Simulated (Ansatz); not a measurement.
An input for Ansatz 0.2.0 (InGa2N3 (Cmc2_1)):

```yaml
crystal:
  lattice:
    - [5.0043409607, -2.8865205108, 0.0]
    - [5.0043409607, 2.8865205108, 0.0]
    - [0.0, 0.0, 5.390303]
  atoms:
    - { symbol: In, position: [0.325265, 0.674735, 0.989696] }
    - { symbol: In, position: [0.674735, 0.325265, 0.489696] }
    - { symbol: Ga, position: [0.007088, 0.333852, 0.992575] }
    - { symbol: Ga, position: [0.666148, 0.992912, 0.992575] }
    - { symbol: Ga, position: [0.992912, 0.666148, 0.492575] }
    - { symbol: Ga, position: [0.333852, 0.007088, 0.492575] }
    - { symbol: "N", position: [0.026825, 0.333679, 0.358883] }
    - { symbol: "N", position: [0.666321, 0.973175, 0.358883] }
    - { symbol: "N", position: [0.973175, 0.666321, 0.858883] }
    - { symbol: "N", position: [0.333679, 0.026825, 0.858883] }
    - { symbol: "N", position: [0.307445, 0.692555, 0.395389] }
    - { symbol: "N", position: [0.692555, 0.307445, 0.895389] }
kpoints:
  mp_grid: { grid: [3, 3, 2] }
hamiltonian:
  xc: pbe
  pseudopotentials: { kind: all_electron }
scf:
  occupations: { method: fixed }
gw:
  n_empty_bands: 649
  ecut_chi: 150.0
  qp_bands: [v6, c3]
  qp_kpoints: [[0, 0, 0]]
  screening: { model: contour_deformation }
```

```sh
ansatz run input.yaml --threads 2 --pin off --max-ram 92160MiB --backend cuda --events-out ev --progress --plain --runs-dir out --devices 1 --max-vram 13GiB
```

Q: How long will it take on 1 × NVIDIA H100 80GB HBM3 (shared by 6 runs) with 2 threads of AMD EPYC 7R13 (Zen 3), shared host, and how much memory?

It took 2.6 min; on shared hardware allow 79 s to 5.3 min. Peak host memory was 10 GiB. The sizes that set the cost: 52325 plane waves a state, 8 irreducible k points, 781 bands summed, 647 plane waves in the screening and 11 SCF cycles.

The screening grows as filled bands × empty bands × pairs of k points, times the square of the screening basis for the matrix.

[Paths, hosts, dates, memory and timing lines, banners, echoed tables and standing remarks are left out of the program output.]

[Logs are printed without paths, hosts, clocks, repeated set-up lines and the standing remarks that a program may print on its own settings, such as how far it seeks lower states.]

[Runs of the session that timed out or met a known fault of the program may be left out.]

[Cells called generated may have been cut or substituted from an entry of the Crystallography Open Database or the Materials Project.]

[Hosts, paths, dates, database ids (printed as entryN), source tags and the programs' standing remarks are cut or masked in the printed files.]
